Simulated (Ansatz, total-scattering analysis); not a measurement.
## aqueous NaI: S(Q) and G(r) from molecular dynamics

The model: ab initio molecular dynamics with Ansatz (LDA, plane waves, PAW default files, Langevin thermostat, no spin, fixed volume, H with the mass of D). The average runs over 0.74 ps of 96 atoms, so shells between rare elements are rough. Mean temperature 331 K, largest m.s.d. 0.99 Å², energy drift -11 meV an atom (last third less first), Langevin friction 10 ps⁻¹; the first quarter of the run is discarded. Start: last frame of a classical run of this cell at the same density and temperature. So short a stretch relaxes bonds and nearest shells but still remembers its start. The density is set to 1.450 g/cm³. Composition: 30 H2O, 3 Na+ and 3 I-; O 31.2, H 62.5, Na 3.1, I 3.1 atom %. Production: 123 frames 0.006 ps apart at 330 K, fixed volume (mean pressure -0.7 GPa).

The totals are in Faber–Ziman form. Below 4 Å⁻¹ the partials are summed on the cell's own reciprocal vectors (from 0.60 Å⁻¹) and folded with a Gaussian of σ = 0.13 Å⁻¹; above it they are transforms of g(r) out to 7.1 Å, tapered over the last 40 %. The fold lowers sharp peaks, and with so few vectors their positions are good to about 0.1 Å⁻¹. X-rays take neutral-atom form factors, neutrons coherent lengths (O 5.8037, H 6.6681, Na 3.63, I 5.28 fm). Hydrogen is taken as deuterium. G(r) = 4πrρ₀[g(r) − 1] carries the resolution of a Lorch-windowed transform up to 20 Å⁻¹. The patterns are simulated, not measured. LDA overbinds hydrogen bonds, so O–O contacts come out short and the liquid too structured. The potential energy falls by 11 meV an atom from the first to the last third of the average, so the sample is relaxing or ordering and this is no equilibrium average. Spin–orbit coupling is left out. The cell is small: beyond half the box only the part of each shell inside it is counted, and low-Q values rest on few vectors.

Q: What peaks of S(Q) and neighbour shells come out?

Density 1.450 g/cm³, ρ₀ = 0.0847 Å⁻³. Mean square displacements over the run: O 0.97, H 0.99, Na 0.59, I 0.26 Å² (damped by the Langevin friction of 10 ps⁻¹); the sample is a liquid as far as so short a run tells.

Maxima of S(Q), Q in Å⁻¹ (height): X-ray: 2.08 (1.68), 2.93 (1.28), 3.90 (1.38), 5.86 (1.17), 7.65 (1.18), 9.71 (1.09); neutron: 2.07 (1.64), 8.12 (1.17), 13.50 (1.07), 20.44 (1.06).

```tsv
Q (Å⁻¹)	X-ray	neutron
0.80	-1.84	0.85
1.05	-0.25	0.85
1.30	-0.12	0.95
1.55	0.56	1.19
1.80	1.14	1.42
2.05	1.62	1.63
2.30	1.00	1.40
2.55	1.16	1.12
2.80	1.27	0.94
3.05	1.19	0.78
3.30	0.62	0.80
3.55	0.65	0.85
3.80	1.33	0.85
4.05	1.30	0.87
4.30	1.07	0.87
4.55	0.77	0.86
4.80	0.69	0.83
5.05	0.84	0.82
5.30	1.02	0.83
5.55	1.13	0.88
5.80	1.16	0.92
6.05	1.15	0.95
6.30	1.06	0.98
6.55	0.91	1.00
6.80	0.79	1.02
7.05	0.84	1.04
7.30	1.02	1.07
7.55	1.16	1.11
7.80	1.15	1.15
8.05	1.03	1.17
8.30	0.95	1.16
8.55	0.94	1.15
8.80	0.94	1.14
9.05	0.95	1.11
9.30	1.00	1.06
9.55	1.07	1.00
9.80	1.08	0.95
10.05	1.03	0.91
10.30	0.96	0.88
10.55	0.93	0.86
10.80	0.94	0.85
11.05	0.99	0.86
11.30	1.06	0.87
11.55	1.07	0.90
11.80	1.02	0.94
```

Maxima of G(r), r in Å (Å⁻²): X-ray: 2.61 (-0.31), 3.45 (2.37), 4.57 (0.30), 5.13 (1.42), 6.04 (0.30); neutron: 1.00 (3.40), 1.60 (0.62), 3.42 (0.57), 5.78 (0.16).

```csv
pair,first peak (Å),g there,first minimum (Å),g there,neighbours,kind,X-ray weight (f = Z),neutron weight
O–H,1.00,30.8,1.26,0.06,"2.0 H per O, 1.0 O per H",within molecules,0.12,0.39
H–H,1.58,3.4,1.84,0.49,1.1,within molecules,0.01,0.44
O–Na,2.31,5.9,3.10,0.24,"0.5 Na per O, 4.8 O per Na",between molecules,0.07,0.01
H–I,2.46,2.8,3.16,0.24,"0.3 I per H, 5.4 H per I",between molecules,0.08,0.04
O–O,2.66,3.1,3.18,0.72,3.1,between molecules,0.24,0.08
H–Na,2.89,3.2,3.74,0.54,"0.6 Na per H, 12.2 H per Na",between molecules,0.02,0.02
O–I,3.47,3.5,4.28,0.84,"0.8 I per O, 7.7 O per I",between molecules,0.32,0.02
```

Distances within molecules give the sharpest pair functions, and with hydrogen they rule the neutron S(Q) at high Q: O–H 1.00 Å and H–H 1.58 Å (first peaks only). Between molecules or ions, shells with a clear end include O–Na at 2.31 Å (0.5 Na per O, 4.8 O per Na). On the last frame 92 % of the H on O, N or F point at an acceptor of another molecule or at an anion within hydrogen-bond range (2.35 Å to O, N, F; 2.85 Å to Cl, Br, I).

[Logs are printed without paths, hosts, clocks, repeated set-up lines and the standing remarks that a program may print on its own settings, such as how far it seeks lower states.]
